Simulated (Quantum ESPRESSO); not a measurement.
**Collinear magnetic orders of NaTiO2 with Quantum ESPRESSO**

A self-consistent run ends on one state, which hangs on the start. Several orders of NaTiO2 are started in Quantum ESPRESSO and their energies compared.

Program: Quantum ESPRESSO 7.5. Level of theory: PBEsol with U = 3 eV on Ti d (ortho-atomic projectors); plane waves with GBRV 1.5 PBEsol potentials, no spin-orbit coupling. Results are calculated unless marked as measured.

### Step 1. The structure

The structure is trigonal, space group R-3m (No. 166). The conventional cell has a = 3.013 Å, b = 3.013 Å, c = 16.197 Å, α = 90.00°, β = 90.00°, γ = 120.00°. Na has 6 O at 2.35 Å nearest. Nearest to Ti lie 6 O at 2.07 Å. O has 3 Ti at 2.07 Å and 3 Na at 2.35 Å nearest. Farther neighbours and most contacts between anions are not listed.

Coordinates:

```cif
data_structure
_symmetry_space_group_name_H-M 'P 1'
_symmetry_Int_Tables_number 1
_cell_length_a 5.6724
_cell_length_b 5.6724
_cell_length_c 5.6724
_cell_angle_alpha 30.805
_cell_angle_beta 30.805
_cell_angle_gamma 30.805
_cell_volume 42.45
loop_
_atom_site_label
_atom_site_type_symbol
_atom_site_fract_x
_atom_site_fract_y
_atom_site_fract_z
_atom_site_occupancy
Na1 Na 0.00000 0.00000 0.00000 1
Ti2 Ti 0.50000 0.50000 0.50000 1
O3 O 0.76380 0.76380 0.76380 1
O4 O 0.23620 0.23620 0.23620 1
```

The cell comes from Materials Project 2023-11-01, a database of computed structures, and need not be the stable phase.

### Step 2. Run 1 (ferro +)

The signs are those of the starting moments on the seeded atoms, the atoms that are given a moment.

pw.in reads:

```
&CONTROL
  calculation = 'scf'
  prefix = 'pwscf'
  outdir = './tmp'
  pseudo_dir = './pseudo'
  disk_io = 'nowf'
/
&SYSTEM
  ibrav = 0
  celldm(1) = 8
  nat = 4
  ntyp = 3
  ecutwfc = 40
  ecutrho = 280
  nbnd = 25
  occupations = 'smearing'
  smearing = 'fd'
  degauss = 0.00999582
  nspin = 2
  starting_magnetization(1) = 0
  starting_magnetization(2) = 0.0833
  starting_magnetization(3) = 0
/
&ELECTRONS
  conv_thr = 8d-09
  electron_maxstep = 150
  mixing_beta = 0.3
/
ATOMIC_SPECIES
Na     22.9898 na_pbesol_v1.5.uspp.F.UPF
Ti     47.8670 ti_pbesol_v1.4.uspp.F.UPF
O      15.9990 o_pbesol_v1.2.uspp.F.UPF
CELL_PARAMETERS alat
   0.3558806527754    0.2054677906754    1.2753396637647
  -0.3558806527754    0.2054677906754    1.2753396637647
   0.0000000000000   -0.4109355813744    1.2753396637647
ATOMIC_POSITIONS crystal
Na      0.0000000000    0.0000000000    0.0000000000
Ti      0.5000000000    0.5000000000    0.5000000000
O       0.7638036100    0.7638036100    0.7638036100
O       0.2361963900    0.2361963900    0.2361963900
K_POINTS automatic
8 8 8 0 0 0
HUBBARD {ortho-atomic}
U Ti-3d 3.0000
```

Command:

```bash
$ OMP_NUM_THREADS=1 mpirun -n 4 pw.x -nk 4 -in pw.in > pw.out
```

The program printed:

```text
Program PWSCF v.7.5 starts

     Message from routine setup:
     using ibrav=0 with symmetry is DISCOURAGED, use correct ibrav instead

     K-points division:     npool     =       4
     Subspace diagonalization in iterative solution of the eigenvalue problem:

     G-vector sticks info
     --------------------
     sticks:   dense  smooth     PW     G-vecs:    dense   smooth      PW
     Sum        1309     751    255                22669     9833    2011

     Using Slab Decomposition

     bravais-lattice index     =            0
     lattice parameter (alat)  =       8.0000  a.u.
     unit-cell volume          =     286.4806 (a.u.)^3
     number of atoms/cell      =            4
     number of atomic types    =            3
     number of electrons       =        33.00
     number of Kohn-Sham states=           25
     kinetic-energy cutoff     =      40.0000  Ry
     charge density cutoff     =     280.0000  Ry
     scf convergence threshold =      8.0E-09
     mixing beta               =       0.3000
     number of iterations used =            8  plain     mixing
     Exchange-correlation= SLA  PW   PSX  PSC
                           (   1   4  10   8   0   0   0)
     Hubbard projectors: ortho-atomic
     Hubbard parameters of DFT+U (Dudarev formulation) in eV:
     U(Ti-3d) =  3.0000

     Internal variables: lda_plus_u =T, lda_plus_u_kind = 0

     Internal variables: orbital_resolved =F, hub_pot_fix =F, apply_U = F

     celldm(1)=   8.000000  celldm(2)=   0.000000  celldm(3)=   0.000000
     celldm(4)=   0.000000  celldm(5)=   0.000000  celldm(6)=   0.000000

     crystal axes: (cart. coord. in units of alat)
               a(1) = (   0.355881   0.205468   1.275340 )
               a(2) = (  -0.355881   0.205468   1.275340 )
               a(3) = (   0.000000  -0.410936   1.275340 )

     reciprocal axes: (cart. coord. in units 2 pi/alat)
               b(1) = (  1.404965  0.811157  0.261368 )
               b(2) = ( -1.404965  0.811157  0.261368 )
               b(3) = ( -0.000000 -1.622314  0.261368 )

     PseudoPot. # 1 for Na read from file:
     na_pbesol_v1.5.uspp.F.UPF
     Pseudo is Ultrasoft, Zval =  9.0
     Generated by new atomic code, or converted to UPF format
     Using radial grid of  819 points,  5 beta functions with:
                l(1) =   0
                l(2) =   0
                l(3) =   1
                l(4) =   1
                l(5) =   2
     Q(r) pseudized with  8 coefficients,  rinner =    1.250   1.250   1.250
                                                       1.250   1.250

     PseudoPot. # 2 for Ti read from file:
     ti_pbesol_v1.4.uspp.F.UPF
     Pseudo is Ultrasoft + core correction, Zval = 12.0
     Generated by new atomic code, or converted to UPF format
     Using radial grid of  851 points,  6 beta functions with:
                l(1) =   0
                l(2) =   0
                l(3) =   1
                l(4) =   1
                l(5) =   2
                l(6) =   2
     Q(r) pseudized with  6 coefficients,  rinner =    1.000   1.000   1.000
                                                       1.000   1.000

     PseudoPot. # 3 for O  read from file:
     o_pbesol_v1.2.uspp.F.UPF
     Pseudo is Ultrasoft + core correction, Zval =  6.0
     Generated by new atomic code, or converted to UPF format
     Using radial grid of  737 points,  5 beta functions with:
                l(1) =   0
                l(2) =   0
                l(3) =   1
                l(4) =   1
                l(5) =   2
     Q(r) pseudized with  8 coefficients,  rinner =    0.900   0.900   0.900
                                                       0.900   0.900

     atomic species   valence    mass     pseudopotential
     Na                9.00    22.98980     Na( 1.00)
     Ti               12.00    47.86700     Ti( 1.00)
     O                 6.00    15.99900     O ( 1.00)

     Starting magnetic structure
     atomic species   magnetization
     Na              0.000
     Ti              0.083
     O               0.000

     12 Sym. Ops., with inversion, found

   Cartesian axes

     site n.     atom                  positions (alat units)
         1        Na     tau(   1) = (   0.0000000   0.0000000   0.0000000  )
         2        Ti     tau(   2) = (   0.0000000  -0.0000000   1.9130095  )
         3        O      tau(   3) = (   0.0000000  -0.0000000   2.9223271  )
         4        O      tau(   4) = (   0.0000000  -0.0000000   0.9036919  )

     number of k points=    65  Fermi-Dirac smearing, width (Ry)=  0.0100
                       cart. coord. in units 2pi/alat
        k(    1) = (   0.0000000   0.0000000   0.0000000), wk =   0.0019531
        k(    2) = (  -0.0000000  -0.2027893   0.0326710), wk =   0.0117188
        k(    3) = (  -0.0000000  -0.4055786   0.0653421), wk =   0.0117188
        k(    4) = (  -0.0000000  -0.6083679   0.0980131), wk =   0.0117188
        k(    5) = (   0.0000000   0.8111571  -0.1306841), wk =   0.0058594
        [... 60 further k-points ...]

     Dense  grid:    22669 G-vectors     FFT dimensions: (  60,  60,  60)

     Smooth grid:     9833 G-vectors     FFT dimensions: (  45,  45,  45)

     Check: negative core charge=   -0.000005
     Generating pointlists ...
     new r_m :   0.2286 (alat units)  1.8284 (a.u.) for type    1
     new r_m :   0.2019 (alat units)  1.6154 (a.u.) for type    2
     new r_m :   0.2019 (alat units)  1.6154 (a.u.) for type    3

     Initial potential from superposition of free atoms

     starting charge      31.9935, renormalised to      33.0000

     negative rho (up, down):  6.947E-04 5.858E-04

     STARTING HUBBARD OCCUPATIONS:

     =================== HUBBARD OCCUPATIONS ===================
     ------------------------ ATOM    2 ------------------------
     Tr[ns(  2)] (up, down, total) =   1.00000  0.00000  1.00000
     Atomic magnetic moment for atom   2 =   1.00000
     [... lines left out ...]
     Number of occupied Hubbard levels =    1.0000

     Atomic wfc used for Hubbard projectors are orthogonalized

     Starting wfcs are   23 randomized atomic wfcs +    2 random wfcs

     Self-consistent Calculation

     iteration #  1     ecut=    40.00 Ry     beta= 0.30
     Davidson diagonalization with overlap
     ethr =  1.00E-02,  avg # of iterations =  5.3

     =================== HUBBARD OCCUPATIONS ===================
     ------------------------ ATOM    2 ------------------------
     Tr[ns(  2)] (up, down, total) =   1.46550  0.52730  1.99280
     Atomic magnetic moment for atom   2 =   0.93821
     [... lines left out ...]
     Number of occupied Hubbard levels =    1.9928

     negative rho (up, down):  5.512E-04 6.933E-04

     total energy              =    -278.99883673 Ry
     estimated scf accuracy    <       0.64839447 Ry

     total magnetization       =     0.95 Bohr mag/cell
     absolute magnetization    =     0.99 Bohr mag/cell

     iteration #  2     ecut=    40.00 Ry     beta= 0.30
     Davidson diagonalization with overlap
     ethr =  1.96E-03,  avg # of iterations =  2.0

     negative rho (up, down):  3.771E-04 7.519E-04

     total energy              =    -279.02667243 Ry
     estimated scf accuracy    <       0.11885623 Ry

     total magnetization       =     0.99 Bohr mag/cell
     absolute magnetization    =     1.05 Bohr mag/cell

     iteration #  3     ecut=    40.00 Ry     beta= 0.30
     Davidson diagonalization with overlap
     ethr =  3.60E-04,  avg # of iterations =  4.4

     negative rho (up, down):  2.779E-04 8.373E-04

     total energy              =    -279.03687584 Ry
     estimated scf accuracy    <       0.02266570 Ry

     total magnetization       =     0.99 Bohr mag/cell
     absolute magnetization    =     1.04 Bohr mag/cell

     [... further iterations left out ...]

     iteration # 11     ecut=    40.00 Ry     beta= 0.30
     Davidson diagonalization with overlap
     ethr =  1.60E-09,  avg # of iterations =  2.0

     negative rho (up, down):  7.749E-05 9.921E-04

     total energy              =    -279.03977266 Ry
     estimated scf accuracy    <       0.00000007 Ry

     total magnetization       =     1.00 Bohr mag/cell
     absolute magnetization    =     1.08 Bohr mag/cell

     iteration # 12     ecut=    40.00 Ry     beta= 0.30
     Davidson diagonalization with overlap
     ethr =  2.12E-10,  avg # of iterations =  2.0

     negative rho (up, down):  7.734E-05 9.921E-04

     total energy              =    -279.03977274 Ry
     estimated scf accuracy    <       0.00000001 Ry

     total magnetization       =     1.00 Bohr mag/cell
     absolute magnetization    =     1.08 Bohr mag/cell

     iteration # 13     ecut=    40.00 Ry     beta= 0.30
     Davidson diagonalization with overlap
     ethr =  3.36E-11,  avg # of iterations =  2.0

     negative rho (up, down):  7.736E-05 9.921E-04

     total energy              =    -279.03977280 Ry
     estimated scf accuracy    <          8.5E-09 Ry

     total magnetization       =     1.00 Bohr mag/cell
     absolute magnetization    =     1.08 Bohr mag/cell

     iteration # 14     ecut=    40.00 Ry     beta= 0.30
     Davidson diagonalization with overlap
     ethr =  2.58E-11,  avg # of iterations =  2.0

     negative rho (up, down):  7.733E-05 9.921E-04

     Magnetic moment per site  (integrated on atomic sphere of radius R)
     atom   1 (R=0.229)  charge=  8.0037  magn=  0.0012
     atom   2 (R=0.202)  charge=  8.8887  magn=  0.6932
     atom   3 (R=0.202)  charge=  5.6901  magn= -0.0109
     atom   4 (R=0.202)  charge=  5.6901  magn= -0.0109

     End of self-consistent calculation

     =================== HUBBARD OCCUPATIONS ===================
     ------------------------ ATOM    2 ------------------------
     Tr[ns(  2)] (up, down, total) =   1.59115  0.59237  2.18351
     Atomic magnetic moment for atom   2 =   0.99878
     [... lines left out ...]
     Number of occupied Hubbard levels =    2.1835

     Number of k-points >= 100: set verbosity='high' to print the bands.

     the Fermi energy is    11.4973 ev

!    total energy              =    -279.03977283 Ry
     estimated scf accuracy    <          5.2E-10 Ry
     smearing contrib. (-TS)   =      -0.00445400 Ry
     internal energy E=F+TS    =    -279.03531884 Ry

     The total energy is F=E-TS. E is the sum of the following terms:
     one-electron contribution =    -115.13522819 Ry
     hartree contribution      =      73.39696587 Ry
     xc contribution           =     -46.65634102 Ry
     ewald contribution        =    -190.80328428 Ry
     Hubbard energy            =       0.16256879 Ry

     total magnetization       =     1.00 Bohr mag/cell
     absolute magnetization    =     1.08 Bohr mag/cell

     convergence has been achieved in  14 iterations

=------------------------------------------------------------------------------=
   JOB DONE.
=------------------------------------------------------------------------------=
```

Elapsed: 71 s, on 4 MPI ranks of Intel Xeon 6975P-C (Granite Rapids), shared host; peak memory 0.56 GiB.

Spin moment in the atom's sphere by atom:

| atom | spin moment in the atom's sphere (μB) |
| --- | --- |
| Na1 | 0.001 |
| Ti2 | 0.693 |
| O3 | -0.011 |
| O4 | -0.011 |

This step gave:

* smearing term TS: 0.06060 eV
* magnetization: 0.999 μB
* absolute magnetization: 1.079 μB
* final state: ferromagnetic

Spin density in the ac plane of the conventional cell at fractional y = 0.000, with atoms of Na and Ti and O within 0.2 Å of it.

Ten even steps from '0' (-0.03 e/Å³) to '9' (0.47 e/Å³), each cell a mean:
```
00000000000000
00000000000000
00000000000000
00111111111110
00001122211000
00000011100000
00000000000000
00000000000000
00000000000000
00000000000000
11111000001111
89731110112489
57531100112367
11110000000111
00000000000000
00000000000000
00000000000000
10000000000000
00000111110000
00001122211000
01111110111110
00000000000000
00000000000000
00000000000000
```
Columns run along a (3.0 Å), rows up along c (16.2 Å), edges of the conventional cell, whose origin can differ from the input's. Atoms in or near the plane, at fractional coordinates: Na at (0.00, 0.00), Ti at (0.00, 0.50), O at (0.00, 0.76), O at (0.00, 0.24).

Valence density in the ac plane of the conventional cell at fractional y = 0.000, with atoms of Na and Ti and O within 0.2 Å of it. It is the smooth field of the valence electrons, not physical close to the nuclei.

Ten steps, logarithmic in the rise over the least value, from '0' (0 e/Å³) to '9' (19 e/Å³), each cell a mean:
```
87520000001358
00001112111000
00011222221100
11111222221111
44322222222234
77642110113467
54321000001244
00000001000000
00000011000000
00001112111000
32211222221223
67742111113577
77642111112467
11111222221111
00000111110000
00000011100000
11100000000011
65431100012356
77642111113467
33221222221223
00011222221100
00011222221100
11100111110011
98631000001479
```
Columns run along a (3.0 Å), rows up along c (16.2 Å), edges of the conventional cell, whose origin can differ from the input's. Atoms in or near the plane, at fractional coordinates: Na at (0.00, 0.00), Ti at (0.00, 0.50), O at (0.00, 0.76), O at (0.00, 0.24).

### Step 3. Start 2: antiferro q=(0,1/2,1/2) +−

This order needs a doubled cell of 8 atoms. The wavevector q is in fractions of the reciprocal vectors of the crystal's primitive cell, as the cells of these inputs are built from it; moments change sign between cells as cos(2π q·R).

pw.in reads:

```
&CONTROL
  calculation = 'scf'
  prefix = 'pwscf'
  outdir = './tmp'
  pseudo_dir = './pseudo'
  disk_io = 'nowf'
/
&SYSTEM
  ibrav = 0
  celldm(1) = 8
  nat = 8
  ntyp = 4
  ecutwfc = 40
  ecutrho = 280
  nbnd = 45
  occupations = 'smearing'
  smearing = 'fd'
  degauss = 0.00999582
  nspin = 2
  starting_magnetization(1) = 0
  starting_magnetization(2) = 0.0833
  starting_magnetization(3) = -0.0833
  starting_magnetization(4) = 0
/
&ELECTRONS
  conv_thr = 1.6d-08
  electron_maxstep = 150
  mixing_beta = 0.3
/
ATOMIC_SPECIES
Na     22.9898 na_pbesol_v1.5.uspp.F.UPF
Ti1    47.8670 ti_pbesol_v1.4.uspp.F.UPF
Ti2    47.8670 ti_pbesol_v1.4.uspp.F.UPF
O      15.9990 o_pbesol_v1.2.uspp.F.UPF
CELL_PARAMETERS alat
   0.3558806527754    0.2054677906754    1.2753396637647
  -0.7117613055507    0.4109355813508    2.5506793275295
  -0.3558806527754   -0.2054677906990    2.5506793275295
ATOMIC_POSITIONS crystal
Na      0.0000000000    0.0000000000    0.0000000000
Na      0.0000000000    0.5000000000    0.0000000000
Ti1     0.5000000000    0.0000000000    0.5000000000
Ti2     0.5000000000    0.5000000000    0.5000000000
O       0.7638036100    0.0000000000    0.7638036100
O       0.7638036100    0.5000000000    0.7638036100
O       0.2361963900    0.0000000000    0.2361963900
O       0.2361963900    0.5000000000    0.2361963900
K_POINTS automatic
8 4 8 0 0 0
HUBBARD {ortho-atomic}
U Ti1-3d 3.0000
U Ti2-3d 3.0000
```

The program printed:

```text
     [... lines left out ...]
Program PWSCF v.7.5 starts
     [... lines left out ...]
     number of atoms/cell      =            8
     [... lines left out ...]
     number of electrons       =        66.00
     number of Kohn-Sham states=           45
     kinetic-energy cutoff     =      40.0000  Ry
     charge density cutoff     =     280.0000  Ry
     scf convergence threshold =      1.6E-08
     [... lines left out ...]
      4 Sym. Ops., with inversion, found
     [... lines left out ...]
     number of k points=    86  Fermi-Dirac smearing, width (Ry)=  0.0100
     [... lines left out ...]
     iteration # 19     ecut=    40.00 Ry     beta= 0.30
     [... lines left out ...]
[key lines of the parts left out:]
total energy              =    -558.06778526 Ry
total magnetization       =     0.01 Bohr mag/cell
```

Run time: 14 min. Hardware: 4 MPI ranks; peak memory 1.7 GiB.

Residual by cycle:

cycle, log10 residual and a bar from the least value:
```
        1        1.3 ##############################
        3       -0.2 #####################
        4       -0.8 #################
        6       -1.1 ###############
        7       -1.2 ##############
        9       -1.4 #############
       10       -1.4 #############
       12       -1.8 ##########
       13       -2.7 ####
       15       -3.1 ##
       16       -3.3 #
       18       -3.4
```

The run was cut off at its time limit.

After 18 cycles the residual stands at 3.9e-4.

[end of part 1 of 2]

[Logs and program files are shortened in this print: banners, set-up blocks, solver, clock and traceback lines can be left out without a mark of their own.]

[Logs are printed without paths, hosts, clocks, repeated set-up lines and the standing remarks that a program may print on its own settings, such as how far it seeks lower states.]

[Hosts, paths, dates, database ids (printed as entryN), source tags and the programs' standing remarks are cut or masked in the printed files.]

[Where a cell is said to come from a database of computed structures, the database is the Materials Project.]
